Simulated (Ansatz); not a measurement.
System: Si2MoN4 (MoSi2N4-type monolayer).

The cell holds 7 atoms: 1 Mo, 4 N and 2 Si. Cell: a = 2.890 Å, b = 2.890 Å, c = 37.100 Å, α = 90.0°, β = 90.0°, γ = 120.0°. Vacuum lies along c.

```xyz
7
Lattice="2.8899 0.0000 0.0000 -1.4449 2.5027 0.0000 0.0000 0.0000 37.1000" Properties=species:S:1:pos:R:3
Mo    0.0000    0.0000   18.5500
N     0.0000    1.6685   19.7854
N     0.0000    1.6685   17.3146
Si    0.0000    1.6685   21.5255
Si    0.0000    1.6685   15.5745
N     1.4449    0.8342   22.0341
N     1.4449    0.8342   15.0659
```

The structure was relaxed with PBEsol. The runs that relaxed it are not among those shown. PAW set soft_2, made with PBE.

Gaps computed with Ansatz 0.2.0 without a self-energy: HSE06 2.29 eV, r2SCAN 1.82 eV and PBE0 2.96 eV.

What gap should G0W0 on HSE06 give (9×9×1 mesh, 326 empty bands, screening to 66 eV, default PAW files)?

About 2.83 eV: on its mesh the run moves the gap from 2.29 eV by +0.55 eV. Among the scalar-relativistic levels given, PBE0 is nearest (+0.13 eV). Bands and cutoff are finite, so the gap stands short of the basis limit, usually by up to a few tenths of an eV; the mesh is an error of its own. The many-body steps are scalar-relativistic: spin-orbit coupling is not in them.

[Long decimals in the printed logs are rounded to 6 places.]

[Logs are printed without paths, hosts, clocks, repeated set-up lines and the standing remarks that a program may print on its own settings, such as how far it seeks lower states.]

[Paths, hosts, dates, memory and timing lines, banners, echoed tables and standing remarks are left out of the program output; an Ansatz launch command may be rebuilt from the run's recorded settings. Measured values are a selection of at most five: reports struck by readers or far from the other reports are left out. None is set beside runs whose start may be inverted or whose files or cutoffs have a known fault.]

[Runs of the session that timed out or met a known fault of the program may be left out.]

[Cells called generated may have been cut or substituted from an entry of the Crystallography Open Database or the Materials Project.]

[Hosts, paths, dates, database ids (printed as entryN), source tags and the programs' standing remarks are cut or masked in the printed files.]

[Where the starting crystal was built by hand or by swapping elements, it need not be the compound's stable phase.]
